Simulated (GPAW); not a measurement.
# free-standing square Mo monolayer, spacing 2.603 A: which magnetic order is lowest

Wanted: the moments of free-standing square Mo monolayer, spacing 2.603 A and the energy of each order that was tried.

Method: LDA; plane waves with GPAW's PAW setups, scalar-relativistic, in GPAW 26.7.0.

## Step 1: The structure

The cell holds 1 atom: 1 Mo. Cell: a = 2.603 Å, b = 2.603 Å, c = 14.000 Å, α = 90.0°, β = 90.0°, γ = 90.0°. model lattice. Vacuum lies along c.

## Step 2: Order 1, typed as ferro +

The parallel start comes first: it fits the smallest cell, keeps the most symmetry and shows whether parallel moments form.

order1.py

```python
import json
import numpy as np
from ase import Atoms
from ase.parallel import paropen, parprint
from gpaw import GPAW

atoms = Atoms(['Mo'],
    cell=[[2.603, 0.0, 0.0],
         [0.0, 2.603, 0.0],
         [0.0, 0.0, 14.0]],
    scaled_positions=[[0.0, 0.0, 0.5]],
    pbc=True,
    magmoms=[1.0])
atoms.calc = GPAW(mode={'name': 'pw', 'ecut': 550},
    xc='LDA',
    kpts={'size': (10, 10, 1), 'gamma': True},
    occupations={'name': 'fermi-dirac', 'width': 0.05},
    convergence={'density': 1e-05, 'energy': 1e-05},
    maxiter=200,
    symmetry={'tolerance': 1e-4},
    txt='order1.txt')
e = atoms.get_potential_energy(force_consistent=True)
res = {'free_energy': e, 'energy_sigma0': atoms.get_potential_energy(), 'fermi_energy': atoms.calc.get_fermi_level()}
res['moments'] = atoms.get_magnetic_moments().tolist()
res['total'] = atoms.get_magnetic_moment()
parprint('site moments (muB):', np.round(res['moments'], 3))
parprint(f"total moment: {res['total']:.3f} muB")
parprint(f'free energy: {e:.6f} eV')
atoms.calc.write('order1.gpw')
with paropen('results.json', 'w') as f:
    json.dump(res, f)
```

On the command line:

```bash
$ OMP_NUM_THREADS=1 python3 order1.py > order1.log
```

Output:

```text
site moments (muB): [0.]
total moment: 0.000 muB
free energy: -9.324527 eV

--- order1.txt ---
Input parameters:
  mode=PW(ecut=550),
  convergence={'density': 1e-05, 'energy': 1e-05},
  kpts=MonkhorstPack(size=(10, 10, 1), gamma=True),
  maxiter=200,
  occupations=Occupations(name='fermi-dirac', width=0.05),
  symmetry=Symmetry(tolerance=0.0001),
  xc=XC(name='LDA')

Diagonalizing LCAO Hamiltonian
Converting LCAO to pw mode
   .-----.
  /|     |
 * |     |
 | |     |
 | |     |
 | |     |
 | |     |
 | |     |
 | |     |
 | |     |
 Mo|     |
 | |     |
 | |     |
 | |     |
 | |     |
 | |     |
 | |     |
 | .-----.
 |/     /
 *-----*

Atoms  # Å, Bohr magnetons
|   | symbol |        x |        y |        z |    initial magnetic moments |
|---|--------|----------|----------|----------|-----------------------------|
| 0 |     Mo | 0.000000 | 0.000000 | 7.000000 | ( 0.0000,  0.0000,  1.0000) |

Unit cell  # Å
| periodic |        x |        y |         z |   lengths |    angles |
|----------|----------|----------|-----------|-----------|-----------|
|      yes | 2.603000 | 0.000000 |  0.000000 |  2.603000 | 90.000000 |
|      yes | 0.000000 | 2.603000 |  0.000000 |  2.603000 | 90.000000 |
|      yes | 0.000000 | 0.000000 | 14.000000 | 14.000000 | 90.000000 |

Number of symmetries: 16

BZ-sampling:
  Number of BZ points: 100
  Number of IBZ points: 21

  Monkhorst-Pack size: [10, 10, 1]
  Monkhorst-Pack shift: [0.05, 0.05, 0.0]

K-points  # in reciprocal-cell coordinates
|     |                                coordinates |     weight |
|-----|--------------------------------------------|------------|
|   0 | (  0.00000000,   0.00000000,   0.00000000) | 0.01000000 |
|   1 | (  0.10000000,   0.00000000,   0.00000000) | 0.04000000 |
|   2 | (  0.10000000,   0.10000000,   0.00000000) | 0.04000000 |
|   3 | (  0.20000000,   0.00000000,   0.00000000) | 0.04000000 |
|   4 | (  0.20000000,   0.10000000,   0.00000000) | 0.08000000 |
|   5 | (  0.20000000,   0.20000000,   0.00000000) | 0.04000000 |
|   6 | (  0.30000000,   0.00000000,   0.00000000) | 0.04000000 |
|   7 | (  0.30000000,   0.10000000,   0.00000000) | 0.08000000 |
|   8 | (  0.30000000,   0.20000000,   0.00000000) | 0.08000000 |
|   9 | (  0.30000000,   0.30000000,   0.00000000) | 0.04000000 |
| ... |                                            |            |
|  20 | (  0.50000000,   0.50000000,   0.00000000) | 0.01000000 |

Plane wave coefficients: 2802
Cutoff: 550.0 eV

Spin-components: 2 (collinear spins)
Bands:           13
Projectors:      6
Spin-degeneracy: 1
Datatype:        complex128

Parallelization:
  kpt:    1
  domain: 1
  band:   1

Density:
  Valence electrons: 14.0
  Components: 2
  Grid points: [15 15 80]
  Charge: 0.0  # |e|

Potential:
  Grid points: [15 15 80]

species:
  Mo:
    name:    Molybdenum
    Z:       42.0
    valence: 14
    core:    28
    charge:  0.0  # [|e|]
    compensation charges:
      type: gauss
      rc: 0.38  # [Å]
      lmax: 2
    cutoffs:
      filter: 2.16  # [Å]
      core: 1.42  # [Å]
    projectors
    | kind |    occ | energy [eV] | rcut [Å] |
    |------|--------|-------------|----------|
    |   4s |  2.000 |     -64.384 |    1.238 |
    |   5s |  1.000 |      -4.319 |    1.238 |
    |   4p |  6.000 |     -38.595 |    1.296 |
    |   5p |  0.000 |      -1.161 |    1.296 |
    |   4d |  5.000 |      -3.933 |    1.296 |
    |    d |        |      23.278 |    1.296 |

    Using partial waves for Mo as LCAO basis

Reference energy: -110019.813038  # eV

eigensolver:
  PPCG
  Converge bands: occupied
  niter=2

density mixing:
  MSR1-Mixer
  Pratt-step length: 0.05
  Maximum mixing coefficient: 0.75
  Old densities: 10
  SVD Regularization: 0.005
  Good broyden scale: 1.0
  Trust region scale: 1.0
  Backstep threshold: 4.0
  History deletion threshold: 6.0
  Fourier metric: weight=20.0, sigma=0.015

occupation numbers:
  Fermi-Dirac:
    width: 0.0500  # eV

poisson solver:
  ecut: 4400.0  # eV

xc functional:
  name: None

convergence criteria:
- Maximum integral of absolute [dens]ity change: 1e-05 electrons / valence electron
- Maximum [total energy] change in last 3 cyles: 1e-05 eV / valence electron
- Maximum integral of absolute [eigenst]ate change: 4e-08 eV^2 / valence electron
maximum number of iterations: 200

SCF iterations
|iter     |      energy | eigst |  dens |  magmom |
|---------|-------------|-------|-------|---------|
|iter:   1|       0s |   -9.781118 | +0.31 |       |  +0.9903|
|iter:   2|       2s |   -9.695898 | -1.01 | -0.87 |  +0.9520|
|iter:   3|       4s |   -9.324094 | -1.05 | -0.90 |  +0.4662|
|iter:   4|       6s |   -9.308529 | -2.40 | -1.38 |  +0.3643|
|iter:   5|       8s |   -9.314546 | -3.40 | -1.70 |  +0.2079|
|iter:   6|      11s |   -9.315734 | -3.96 | -2.04 |  +0.1221|
|iter:   7|      13s |   -9.316106 | -4.66 | -2.37 |  +0.0729|
|iter:   8|      15s |   -9.316357 | -5.04 | -2.61 |  +0.0172|
|iter:   9|      17s |   -9.316343 | -5.58 | -3.04 |  +0.0047|
|iter:  10|      19s |   -9.316347c| -6.16 | -3.51 |  -0.0013|
|iter:  11|      22s |   -9.316349c| -7.52c| -4.02 |  +0.0001|
|iter:  12|      23s |   -9.316349c| -7.78c| -4.52 |  +0.0003|
|iter:  13|      24s |   -9.316348c| -8.06c| -4.89 |  +0.0000|
|iter:  14|      25s |   -9.316348c| -8.47c| -5.71c|  +0.0000|

Converged in 14 steps
Energy contributions relative to reference atoms: (reference = -110019.813038)

Energy contributions:
  Kinetic:         -22.273114
  Coulomb:          16.633606
  Zero:             -0.271044
  External:          0.000000
  Xc:               -3.397618
  Entropy:          -0.016358
  Spinorbit:         0.000000
  ----------------------------
  Free energy:      -9.324527
  Extrapolated:     -9.316348

dipole moment: (-9.699354, -9.699354, 0.000002)  # |e|*Ang

Total magnetic moment: (0.000000, 0.000000, 0.000025)

Local magnetic moments
|        x |        y |        z |
|----------|----------|----------|
| 0.000000 | 0.000000 | 0.000014 |  # Mo   0

Fermi level: -2.140
Eigenvalues  # (at kpt = [0.000, 0.000, 0.000])
| band index |      eig [eV] | occ [0-1] |      eig [eV] | occ [0-1] |
|------------|---------------|-----------|---------------|-----------|
|          0 |       -62.815 |     1.000 |       -62.815 |     1.000 |
|          1 |       -37.017 |     1.000 |       -37.017 |     1.000 |
|          2 |       -36.165 |     1.000 |       -36.165 |     1.000 |
|          3 |       -36.165 |     1.000 |       -36.165 |     1.000 |
|          4 |        -6.494 |     1.000 |        -6.494 |     1.000 |
|          5 |        -5.393 |     1.000 |        -5.393 |     1.000 |
|          6 |        -3.466 |     1.000 |        -3.466 |     1.000 |
|          7 |        -1.246 |     0.000 |        -1.246 |     0.000 |
|          8 |         0.362 |     0.000 |         0.362 |     0.000 |
|          9 |         0.362 |     0.000 |         0.362 |     0.000 |
|         10 |         2.084 |     0.000 |         2.084 |     0.000 |
|         11 |         2.667 |     0.000 |         2.667 |     0.000 |
|         12 |         3.599 |     0.000 |         3.599 |     0.000 |

No gap
No difference between direct/indirect transitions
```

Wall time 35 s (1 MPI rank of Intel Xeon Platinum 8259CL at 2.50GHz (Skylake/Cascade Lake), shared host); peak memory 0.2 GiB.

Read from the output:

| Item | Value |
| --- | --- |
| final state | non-magnetic |

After 14 cycles the seed has died away: no moment is left.

## Step 3: Start 2: antiferro q=(0,1/2,0) +-

Reversing part of the moments tests the sign of the couplings between them.

This order needs a doubled cell of 2 atoms. Its mesh is chosen so that both cells sample the same points.

order2.py is the script of step 2 with these lines changed:

```diff
@@ -6,12 +6,13 @@
 
-atoms = Atoms(['Mo'],
+atoms = Atoms(['Mo', 'Mo'],
     cell=[[2.603, 0.0, 0.0],
-         [0.0, 2.603, 0.0],
+         [0.0, 5.206, 0.0],
          [0.0, 0.0, 14.0]],
-    scaled_positions=[[0.0, 0.0, 0.5]],
+    scaled_positions=[[0.0, 0.0, 0.5],
+         [0.0, 0.5, 0.5]],
     pbc=True,
-    magmoms=[1.0])
+    magmoms=[1.0, -1.0])
 atoms.calc = GPAW(mode={'name': 'pw', 'ecut': 550},
     xc='LDA',
-    kpts={'size': (10, 10, 1), 'gamma': True},
+    kpts={'size': (10, 5, 1), 'gamma': True},
     occupations={'name': 'fermi-dirac', 'width': 0.05},
@@ -20,3 +21,3 @@
     symmetry={'tolerance': 1e-4},
-    txt='order1.txt')
+    txt='order2.txt')
 e = atoms.get_potential_energy(force_consistent=True)
@@ -28,3 +29,3 @@
 parprint(f'free energy: {e:.6f} eV')
-atoms.calc.write('order1.gpw')
+atoms.calc.write('order2.gpw')
 with paropen('results.json', 'w') as f:
```

On the command line:

```bash
$ OMP_NUM_THREADS=1 python3 order2.py > order2.log
```

Output:

```text
site moments (muB): [ 0. -0.]
total moment: 0.000 muB
free energy: -18.649055 eV

--- order2.txt ---
Input parameters:
  mode=PW(ecut=550),
  convergence={'density': 1e-05, 'energy': 1e-05},
  kpts=MonkhorstPack(size=(10, 5, 1), gamma=True),
  maxiter=200,
  occupations=Occupations(name='fermi-dirac', width=0.05),
  symmetry=Symmetry(tolerance=0.0001),
  xc=XC(name='LDA')

Diagonalizing LCAO Hamiltonian
Converting LCAO to pw mode
    .-----.
   /|     |
  / |     |
 *  |     |
 |  |     |
 |  |     |
 |  |     |
 |  |     |
 |  |     |
 |  |     |
 | Mo     |
 Mo |     |
 |  |     |
 |  |     |
 |  |     |
 |  |     |
 |  |     |
 |  .-----.
 | /     /
 |/     /
 *-----*

Atoms  # Å, Bohr magnetons
|   | symbol |        x |        y |        z |    initial magnetic moments |
|---|--------|----------|----------|----------|-----------------------------|
| 0 |     Mo | 0.000000 | 0.000000 | 7.000000 | ( 0.0000,  0.0000,  1.0000) |
| 1 |     Mo | 0.000000 | 2.603000 | 7.000000 | ( 0.0000,  0.0000, -1.0000) |

Unit cell  # Å
| periodic |        x |        y |         z |   lengths |    angles |
|----------|----------|----------|-----------|-----------|-----------|
|      yes | 2.603000 | 0.000000 |  0.000000 |  2.603000 | 90.000000 |
|      yes | 0.000000 | 5.206000 |  0.000000 |  5.206000 | 90.000000 |
|      yes | 0.000000 | 0.000000 | 14.000000 | 14.000000 | 90.000000 |

Number of symmetries: 8

BZ-sampling:
  Number of BZ points: 50
  Number of IBZ points: 18

  Monkhorst-Pack size: [10, 5, 1]
  Monkhorst-Pack shift: [0.05, 0.0, 0.0]

Plane wave coefficients: 5594
Cutoff: 550.0 eV

Spin-components: 2 (collinear spins)
Bands:           21
Projectors:      12
Spin-degeneracy: 1
Datatype:        complex128

Parallelization:
  kpt:    1
  domain: 1
  band:   1

Density:
  Valence electrons: 28.0
  Components: 2
  Grid points: [15 30 80]
  Charge: 0.0  # |e|

Potential:
  Grid points: [15 30 80]

[... setups left out ...]
Reference energy: -220039.626075  # eV

eigensolver:
  PPCG
  Converge bands: occupied
  niter=2

density mixing:
  MSR1-Mixer
  Pratt-step length: 0.05
  Maximum mixing coefficient: 0.75
  Old densities: 10
  SVD Regularization: 0.005
  Good broyden scale: 1.0
  Trust region scale: 1.0
  Backstep threshold: 4.0
  History deletion threshold: 6.0
  Fourier metric: weight=20.0, sigma=0.015

occupation numbers:
  Fermi-Dirac:
    width: 0.0500  # eV

poisson solver:
  ecut: 4400.0  # eV

xc functional:
  name: None

convergence criteria:
- Maximum integral of absolute [dens]ity change: 1e-05 electrons / valence electron
- Maximum [total energy] change in last 3 cyles: 1e-05 eV / valence electron
- Maximum integral of absolute [eigenst]ate change: 4e-08 eV^2 / valence electron
maximum number of iterations: 200

SCF iterations
|iter     |      energy | eigst |  dens |  magmom |
|---------|-------------|-------|-------|---------|
|iter:   1|       0s |  -19.714814 | +0.36 |       |  +0.0000|
|iter:   2|       7s |  -19.514670 | -1.36 | -0.99 |  -0.0000|
|iter:   3|      14s |  -18.651427 | -0.95 | -1.02 |  +0.0000|
|iter:   4|      22s |  -18.618998 | -2.25 | -1.50 |  +0.0000|
|iter:   5|      28s |  -18.623988 | -3.18 | -1.77 |  +0.0000|
|iter:   6|      34s |  -18.628220 | -3.71 | -1.98 |  -0.0000|
|iter:   7|      40s |  -18.631063 | -3.94 | -2.29 |  +0.0000|
|iter:   8|      47s |  -18.632623 | -3.89 | -2.51 |  -0.0000|
|iter:   9|      53s |  -18.632692 | -4.79 | -2.94 |  -0.0000|
|iter:  10|      59s |  -18.632695c| -6.13 | -3.46 |  +0.0000|
|iter:  11|      69s |  -18.632697c| -7.02 | -4.06 |  +0.0000|
|iter:  12|      76s |  -18.632697c| -7.67c| -4.15 |  -0.0000|
|iter:  13|      79s |  -18.632697c| -7.86c| -4.66 |  +0.0000|
|iter:  14|      82s |  -18.632697c| -8.18c| -5.22c|  +0.0000|

Converged in 14 steps
Energy contributions relative to reference atoms: (reference = -220039.626075)

Energy contributions:
  Kinetic:         -44.547095
  Coulomb:          33.268041
  Zero:             -0.542095
  External:          0.000000
  Xc:               -6.795191
  Entropy:          -0.032715
  Spinorbit:         0.000000
  ----------------------------
  Free energy:     -18.649055
  Extrapolated:    -18.632697

dipole moment: (-19.398711, -19.398709, 0.000003)  # |e|*Ang

Total magnetic moment: (0.000000, 0.000000, 0.000000)

Local magnetic moments
|        x |        y |         z |
|----------|----------|-----------|
| 0.000000 | 0.000000 |  0.000050 |  # Mo   0
| 0.000000 | 0.000000 | -0.000050 |  # Mo   1

Fermi level: -2.140
Eigenvalues  # (at kpt = [0.000, 0.000, 0.000])
| band index |      eig [eV] | occ [0-1] |      eig [eV] | occ [0-1] |
|------------|---------------|-----------|---------------|-----------|
|          0 |       -62.815 |     1.000 |       -62.815 |     1.000 |
|        ... |               |           |               |           |
|          5 |       -36.165 |     1.000 |       -36.165 |     1.000 |
|          6 |       -36.165 |     1.000 |       -36.165 |     1.000 |
|          7 |       -36.037 |     1.000 |       -36.037 |     1.000 |
|          8 |        -6.494 |     1.000 |        -6.494 |     1.000 |
|          9 |        -5.393 |     1.000 |        -5.393 |     1.000 |
|         10 |        -4.538 |     1.000 |        -4.538 |     1.000 |
|         11 |        -4.504 |     1.000 |        -4.504 |     1.000 |
|         12 |        -3.466 |     1.000 |        -3.466 |     1.000 |
|         13 |        -1.407 |     0.000 |        -1.407 |     0.000 |
|         14 |        -1.246 |     0.000 |        -1.246 |     0.000 |
|         15 |        -0.891 |     0.000 |        -0.891 |     0.000 |
|         16 |         0.362 |     0.000 |         0.362 |     0.000 |
|         17 |         0.362 |     0.000 |         0.362 |     0.000 |
|         18 |         0.400 |     0.000 |         0.400 |     0.000 |
|         19 |         0.856 |     0.000 |         0.856 |     0.000 |
|         20 |         2.084 |     0.000 |         2.084 |     0.000 |

No gap
No difference between direct/indirect transitions
```

Wall time 97 s (1 MPI rank); peak memory 0.29 GiB.

Read from the output:

- final state: non-magnetic

It ends in the same state without moments as the first start; the 5.9e-7 meV between them is numerical noise.

## Step 4: Order 3, typed as no spin polarisation

This run holds no moments, which gives a state to set the others against.

nospin.py

```python
import json
import numpy as np
from ase import Atoms
from ase.parallel import paropen, parprint
from gpaw import GPAW

atoms = Atoms(['Mo'],
    cell=[[2.603, 0.0, 0.0],
         [0.0, 2.603, 0.0],
         [0.0, 0.0, 14.0]],
    scaled_positions=[[0.0, 0.0, 0.5]],
    pbc=True)
atoms.calc = GPAW(mode={'name': 'pw', 'ecut': 550},
    xc='LDA',
    kpts={'size': (10, 10, 1), 'gamma': True},
    occupations={'name': 'fermi-dirac', 'width': 0.05},
    convergence={'density': 1e-05, 'energy': 1e-05},
    maxiter=200,
    symmetry={'tolerance': 1e-4},
    txt='nospin.txt')
e = atoms.get_potential_energy(force_consistent=True)
res = {'free_energy': e, 'energy_sigma0': atoms.get_potential_energy(), 'fermi_energy': atoms.calc.get_fermi_level()}
parprint(f'free energy: {e:.6f} eV')
atoms.calc.write('nospin.gpw')
with paropen('results.json', 'w') as f:
    json.dump(res, f)
```

On the command line:

```bash
$ OMP_NUM_THREADS=1 python3 nospin.py > nospin.log
```

Output:

```text
free energy: -9.324527 eV

--- nospin.txt ---
Input parameters:
  mode=PW(ecut=550),
  convergence={'density': 1e-05, 'energy': 1e-05},
  kpts=MonkhorstPack(size=(10, 10, 1), gamma=True),
  maxiter=200,
  occupations=Occupations(name='fermi-dirac', width=0.05),
  symmetry=Symmetry(tolerance=0.0001),
  xc=XC(name='LDA')

Diagonalizing LCAO Hamiltonian
Converting LCAO to pw mode
   .-----.
  /|     |
 * |     |
[...]
|------------|---------------|-----------|
|          0 |       -62.815 |     2.000 |
|          1 |       -37.017 |     2.000 |
|          2 |       -36.165 |     2.000 |
|          3 |       -36.165 |     2.000 |
|          4 |        -6.494 |     2.000 |
[...]
|          9 |         0.362 |     0.000 |
|         10 |         2.084 |     0.000 |
|         11 |         2.667 |     0.000 |
|         12 |         3.599 |     0.000 |

No gap
No difference between direct/indirect transitions


[key lines of the parts left out:]
Free energy:      -9.324527
Converged in 10 steps
dipole moment: (-9.699356, -9.699356, 0.000002)  # |e|*Ang
Fermi level: -2.140
```

The job ended after 20 s (1 MPI rank; peak memory 0.16 GiB).

This step gave:

```yaml
final_state: non-magnetic (no spin polarisation)
```

It ends in the same state without moments as the first start; the 2.8e-7 meV between them is numerical noise.

## Step 5: The states side by side

These are free energies at a smearing of 0.05 eV, so its entropy term is in the differences. They are divided by the number of seeded atoms, so that cells of unlike size compare. Wavevectors q in the names are fractions of the reciprocal vectors of the first run's cell.

Orders:

```
                   start   final state  typed order kept  energy over the lowest (meV a seeded atom)  largest site moment (μB)  net moment (μB a primitive cell)  mesh matched  CPU time (s)
                 ferro +  non-magnetic                no                                           0                         0                                 0           yes         34.89
antiferro q=(0,1/2,0) +-  non-magnetic                no                                           0                         0                                 0           yes         97.34
    no spin polarisation  non-magnetic                 -                                           0                         0                                 0           yes          19.8
```

## Step 6: Outcome

```
lowest state found  : non-magnetic (typed ferro +)
largest site moment : 0 μB
```

In words: The lowest state carries no moment above 0.15 μB, and no start kept one. This is the lowest of 3 finished starts, no proof of the ground state.

[Logs and program files are shortened in this print: banners, set-up blocks, solver, clock and traceback lines can be left out without a mark of their own.]

[Logs are printed without paths, hosts, clocks, repeated set-up lines and the standing remarks that a program may print on its own settings, such as how far it seeks lower states.]

[Hosts, paths, dates, database ids (printed as entryN), source tags and the programs' standing remarks are cut or masked in the printed files.]

[Where a cell is said to come from a database of computed structures, the database is the Materials Project.]
